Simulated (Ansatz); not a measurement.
**glassy CaAl2Si2O8 (117 atoms): close-ups with forces and charges**

Density of this cell: 2.71 g/cm³. The cell holds 117 atoms: 18 Al, 9 Ca, 72 O and 18 Si. Its edges and angles: a = 11.536 Å, b = 11.536 Å, c = 11.536 Å, α = 90.0°, β = 90.0°, γ = 90.0°. The starting structure: 117 atoms (18 Al, 9 Ca, 72 O, 18 Si) placed at random at 2.71 g/cm³, melted at 4500 K for 20 ps at fixed volume with the Morse and Coulomb pair potential with partial charges (Pedone, Malavasi, Menziani, Cormack and Segre, J. Phys. Chem. B 110, 11780 (2006)). Quenched from 4500 K to 300 K at 20 K/ps and fixed volume, held 5 ps. The density is a measured one.

Computed with Ansatz 0.2.0: Kohn-Sham DFT, PBE, PAW (set soft_2), plane waves; cutoff 420 eV, Γ point, fermi-dirac smearing of 0.05 eV. Geometry: the relaxed geometry.

The whole cell was solved; only parts of it are printed.

Local excerpt of 34 atoms (numbers count through the whole input) about Ca23, which has 6 bonded neighbours where the commonest count for Ca is 7; x, y, z are measured from there.

```
 atom      x      y      z  distance (Å)  bonds  Löwdin charge (e)
 Ca23   0.00   0.00   0.00          0.00      6               1.80
  O54  -0.78  -1.86   0.83          2.18      3              -1.03
  O66   0.89   1.14   1.73          2.26      3              -1.03
  O81  -2.42   0.21  -0.61          2.50      4              -0.86
  O82  -0.77  -0.68  -2.34          2.55      3              -0.81
  O35   1.69  -0.34  -1.94          2.60      3              -0.87
  O57  -1.39   2.65  -0.59          3.05      3              -0.84
Si105   0.54   0.00  -3.03          3.08      4               1.74
  O79   2.90   1.18  -0.02          3.13      3              -0.88
Si112   2.51   1.09   1.60          3.17      4               1.65
Si107  -2.38  -0.65  -2.07          3.22      4               1.69
  O72   0.38   1.61  -2.94          3.37      2              -0.81
Si100  -2.81   1.87  -0.50          3.41      4               1.67
Si101  -0.73  -3.44   0.49          3.56      4               1.67
  Al5   3.26   0.41  -1.59          3.65      4               1.33
  O47  -2.25   0.35   2.85          3.65      4              -0.90
  O43  -0.28  -3.50  -1.10          3.68      2              -0.78
 Ca20  -3.06  -1.70   1.13          3.68      8               1.80
  O38   3.08  -0.32   2.25          3.82      2              -0.80
  O53  -2.91  -2.11  -1.75          4.00      3              -0.84
  O51   1.61  -2.60   2.64          4.04      2              -0.81
 Ca25  -0.19   1.83   3.60          4.05      7               1.83
  O80  -3.50   2.03   0.97          4.16      3              -0.90
Si117   3.03  -1.95   2.32          4.29      4               1.72
 Ca27   2.49   3.47  -1.18          4.43      6               1.82
  O68   0.83   4.39  -0.01          4.47      3              -0.97
  O94  -0.37  -0.49   4.45          4.49      3              -0.83
  Al3  -0.99   4.38  -0.28          4.50      5               1.31
  O91  -3.17   0.04  -3.30          4.58      3              -0.86
  O37  -2.31  -3.92   0.80          4.62      3              -0.88
Si111  -2.03  -0.71   4.10          4.63      4               1.62
  O96   0.69  -0.49  -4.55          4.63      2              -0.78
 Al10  -3.25   1.86   2.75          4.65      4               1.20
  O69   3.24   2.27   2.45          4.65      2              -0.84
```

The column of bonds counts only the pairs O-Al within 2.38 Å, O-Si within 2.12 Å, O-Ca within 3.08 Å; other neighbours, such as metal atoms beside each other in a compound, aren't counted, and periodic images can show an atom twice.

A closer look about Ca22, one of the 9 Ca atoms: 34 atoms, nearest first, numbered in the order of the input, with positions taken from that point.

```
 atom      x      y      z  distance (Å)  bonds  Löwdin charge (e)
 Ca22   0.00   0.00   0.00          0.00      7               1.82
  O65  -0.37  -1.90   1.03          2.19      3              -0.97
  O95   0.47   2.03   1.05          2.33      3              -1.04
  O41  -1.65  -1.22  -1.50          2.54      3              -0.85
  O75  -1.97   1.50  -0.66          2.56      3              -0.87
  O99   0.42   1.34  -2.27          2.66      4              -0.86
  O34   1.98  -0.77  -2.02          2.94      3              -0.80
  O84   2.38  -1.49   1.12          3.02      3              -0.89
Si110   2.04   0.87  -2.24          3.15      4               1.64
 Al13  -2.60   0.26  -1.80          3.17      4               1.35
  O58   0.05   0.49   3.14          3.18      2              -0.85
  O49   2.54   1.76  -1.03          3.26      3              -0.98
 Al15   1.11  -2.43   1.86          3.26      4               1.32
Si103   0.96   1.73   2.59          3.26      4               1.67
  Al2  -1.96  -2.37   1.55          3.45      4               1.31
 Ca24   0.74   3.31  -0.68          3.46      5               1.79
  O61   2.56   1.30   2.49          3.80      3              -0.91
Si114  -1.99  -2.78  -1.91          3.91      4               1.72
  O85  -2.31  -1.21   2.93          3.92      3              -0.82
 Al12  -0.79  -0.85   3.79          3.97      4               1.36
  O51  -1.98   1.06  -3.27          3.97      2              -0.81
Si104  -2.61   3.00  -0.52          4.01      4               1.71
Si117  -0.56   1.72  -3.59          4.02      4               1.72
  O30  -3.25  -2.32   0.45          4.02      2              -0.88
  Al1   3.82  -1.65   0.15          4.16      4               1.31
  O88   0.36  -2.25   3.52          4.19      4              -0.87
Si106   2.56  -2.27  -2.51          4.24      4               1.69
  O74  -4.19  -0.18  -1.02          4.32      3              -0.85
  O62  -1.08  -4.01  -1.30          4.35      2              -0.80
  O96  -2.90   3.17   1.07          4.43      2              -0.78
 Ca26   4.01   1.83   0.70          4.46      5               1.80
  O73   3.35  -2.77  -1.16          4.50      3              -0.89
  O98   1.37  -3.33  -2.78          4.55      4              -0.86
  O60  -1.60   4.20  -1.06          4.62      4              -0.88
```

The column of bonds counts only the pairs O-Al within 2.38 Å, O-Si within 2.12 Å, O-Ca within 3.08 Å; other neighbours, such as metal atoms beside each other in a compound, aren't counted, and periodic images can show an atom twice.

Local excerpt of 34 atoms (numbers count through the whole input) about O48, whose charge lies farthest from its element's mean; x, y, z are measured from there.

```
 atom      x      y      z  distance (Å)  bonds  Löwdin charge (e)
  O48   0.00   0.00   0.00          0.00      3              -1.08
 Al10   1.60  -0.21  -0.59          1.72      4               1.20
 Ca19  -0.32   0.89   1.93          2.14      7               1.82
  O80   1.34  -0.04  -2.38          2.73      3              -0.90
 Ca21  -0.38   1.45  -2.29          2.74      7               1.84
  O90   2.74   0.96   0.11          2.90      3              -0.96
  O98  -1.73   2.47  -0.21          3.03      4              -0.86
  O47   2.59  -1.72  -0.50          3.15      4              -0.90
  O73   0.25   3.03   1.41          3.35      3              -0.89
  O69  -3.45   0.20  -0.89          3.57      2              -0.84
Si106  -0.54   3.54   0.06          3.58      4               1.69
  O33   0.39   3.47  -1.28          3.72      3              -0.85
  O71   2.00  -2.46   2.06          3.78      2              -0.96
  Al8  -3.15   1.91  -1.09          3.84      4               1.29
 Ca24  -2.36  -2.42   1.89          3.87      5               1.79
  O28   1.36   0.74   3.62          3.94      3              -0.89
Si111   2.82  -2.78   0.76          4.03      4               1.62
  O31  -2.87  -0.24   2.85          4.05      4              -0.91
 Al14   3.38   2.58  -0.18          4.25      4               1.32
  O49  -0.56  -3.97   1.54          4.30      3              -0.98
  O93  -0.79  -0.81   4.15          4.30      3              -0.87
Si100   2.04  -0.20  -3.85          4.36      4               1.67
  O44  -2.66   2.09  -2.79          4.39      4              -0.98
  O38  -3.61  -2.39  -1.10          4.47      2              -0.80
Si112  -4.18  -0.97  -1.74          4.63      4               1.65
 Ca25   4.65  -0.24   0.26          4.66      7               1.83
 Ca20   1.79  -3.77  -2.21          4.72      8               1.80
  O62  -4.18   1.80   1.27          4.72      2              -0.80
  O59  -1.67   1.66   4.17          4.79      3              -0.86
  O52   3.44   2.74  -1.91          4.79      3              -0.87
  O36  -0.42  -4.64  -1.16          4.80      3              -0.82
Si115  -2.13   0.11   4.31          4.81      4               1.67
  Al9   2.04   3.92  -1.98          4.84      5               1.30
  Al7  -4.39   0.21   2.08          4.86      4               1.29
```

The column of bonds counts only the pairs O-Al within 2.38 Å, O-Si within 2.12 Å, O-Ca within 3.08 Å; other neighbours, such as metal atoms beside each other in a compound, aren't counted, and periodic images can show an atom twice.

Local excerpt of 46 atoms (numbers count through the whole input) about O68, picked at random; x, y, z are measured from there.

```
 atom      x      y      z  distance (Å)  bonds  Löwdin charge (e)
  O68   0.00   0.00   0.00          0.00      3              -0.97
  Al6   0.59   1.43   0.86          1.77      4               1.33
  Al3  -1.82  -0.01  -0.27          1.84      5               1.31
 Ca27   1.66  -0.92  -1.17          2.23      6               1.82
  O77  -1.77   1.13  -1.66          2.67      2              -0.83
  O52  -2.23   0.41   1.44          2.69      3              -0.87
  O92   1.34   0.73   2.39          2.84      3              -0.81
  O78   1.90   2.11  -0.14          2.84      3              -0.85
  O57  -2.22  -1.75  -0.58          2.88      3              -0.84
  O55  -0.57   2.68   1.30          3.04      2              -0.82
  O44   3.20  -0.24   0.56          3.26      4              -0.98
  O29   0.71  -0.52  -3.34          3.45      3              -0.88
  O85   0.45   2.27  -2.69          3.55      3              -0.82
  Al8   2.71  -0.41   2.27          3.56      4               1.29
Si108  -1.20   2.50  -2.25          3.57      4               1.72
  O66   0.07  -3.25   1.74          3.69      3              -1.03
 Al12   1.98   2.63  -1.82          3.76      4               1.36
  O79   2.08  -3.21  -0.01          3.83      3              -0.88
 Al14  -2.30   0.25   3.17          3.93      4               1.32
  O97  -0.72   0.11   3.87          3.94      3              -0.85
  O40  -3.89   0.64  -0.19          3.95      4              -0.82
 Al11   3.74   1.23  -0.34          3.95      5               1.24
  O88   3.12   1.23  -2.10          3.96      4              -0.87
  O43  -1.11   3.64  -1.09          3.96      2              -0.78
Si112   1.69  -3.30   1.61          4.04      4               1.65
Si101  -1.56   3.70   0.50          4.04      4               1.67
  O69   2.41  -2.13   2.46          4.05      2              -0.84
  O72  -0.44  -2.78  -2.93          4.06      2              -0.81
Si114   0.77   0.70   4.01          4.15      4               1.72
  Al9  -3.63   1.59   1.37          4.20      5               1.30
Si116  -0.49  -1.47  -3.92          4.21      4               1.74
  O63  -1.97  -0.87  -3.69          4.27      2              -0.77
  Al2   0.80   1.11  -4.06          4.28      4               1.31
Si100  -3.63  -2.52  -0.49          4.45      4               1.67
 Ca23  -0.83  -4.39   0.01          4.47      6               1.80
 Ca25  -1.02  -2.56   3.61          4.55      7               1.83
  O32   2.79  -2.52  -2.57          4.56      3              -0.88
  O37  -3.14   3.23   0.81          4.57      3              -0.88
  O90  -2.93  -1.36   3.46          4.74      3              -0.96
  O89  -3.12   1.86   3.27          4.89      3              -0.85
  Al5   2.43  -3.98  -1.58          4.92      4               1.33
  O62   1.69  -0.53   4.63          4.95      2              -0.80
  O80  -4.33  -2.37   0.98          5.03      3              -0.90
  O42  -1.92   3.04  -3.60          5.09      2              -0.83
  O41   1.11   2.26   4.42          5.09      3              -0.85
  O83  -4.32   0.24  -2.76          5.13      2              -0.78
```

The column of bonds counts only the pairs O-Al within 2.38 Å, O-Si within 2.12 Å, O-Ca within 3.08 Å; other neighbours, such as metal atoms beside each other in a compound, aren't counted, and periodic images can show an atom twice.

Neighbours are counted within 2.38 Å (O-Al), 2.12 Å (O-Si), 3.08 Å (O-Ca), the cutoffs taken from the relaxation.

Length of the force by element and coordination:

```
element  coordination  atoms  mean length of the force (eV/Å)  spread   least    most
     Al           all     18                           0.0265  0.0159  0.0014  0.0638
     Al             4     15                           0.0258  0.0134  0.0014  0.0542
     Al             5      3                           0.0302  0.0244   0.007  0.0638
     Ca           all      9                           0.0174  0.0062  0.0111  0.0318
     Ca             5      2                           0.0135  0.0017  0.0117  0.0152
     Ca             6      2                           0.0191  0.0014  0.0177  0.0206
     Ca             7      4                           0.0202  0.0075  0.0122  0.0318
     Ca             8      1                           0.0111       0  0.0111  0.0111
      O           all     72                            0.021  0.0099  0.0049  0.0498
      O             2     20                           0.0202  0.0069  0.0081  0.0347
      O             3     43                           0.0199  0.0102  0.0049  0.0498
      O             4      9                           0.0277   0.011  0.0089  0.0407
     Si           all     18                           0.0289  0.0108  0.0068  0.0511
```

Löwdin charges by element and coordination (they lack the spilled electrons, 0.067 e an atom on average):

```
element  coordination  atoms  mean charge (e)  spread   least    most
     Al           all     18             1.31  0.0388    1.20    1.36
     Al             4     15             1.32  0.0383    1.20    1.36
     Al             5      3             1.29  0.0295    1.24    1.31
     Ca           all      9             1.81  0.0162    1.79    1.84
     Ca             5      2             1.79  0.0045    1.79    1.80
     Ca             6      2             1.81  0.0105    1.80    1.82
     Ca             7      4             1.83  0.0105    1.82    1.84
     Ca             8      1             1.80       0    1.80    1.80
      O           all     72           -0.869  0.0654   -1.08  -0.766
      O             2     20           -0.821  0.0431  -0.959  -0.766
      O             3     43           -0.888  0.0669   -1.08  -0.787
      O             4      9           -0.883  0.0422  -0.980  -0.818
     Si           all     18             1.69  0.0347    1.62    1.74
```

The quench rate of 20 K/ps is many orders above laboratory rates, so the cell is likely richer in defects and strain than a real sample. The network of bonds at the start is that of the classical potential that made the cell, and needn't be the one that DFT or experiment would give. Only the Γ point is sampled, in a cell whose shortest periodic width is 12 Å. The Löwdin charges lack the electrons that the projection spills, 0.067 e an atom on average.

[Logs are printed without paths, hosts, clocks, repeated set-up lines and the standing remarks that a program may print on its own settings, such as how far it seeks lower states.]

[Hosts, paths, dates, database ids (printed as entryN), source tags and the programs' standing remarks are cut or masked in the printed files.]
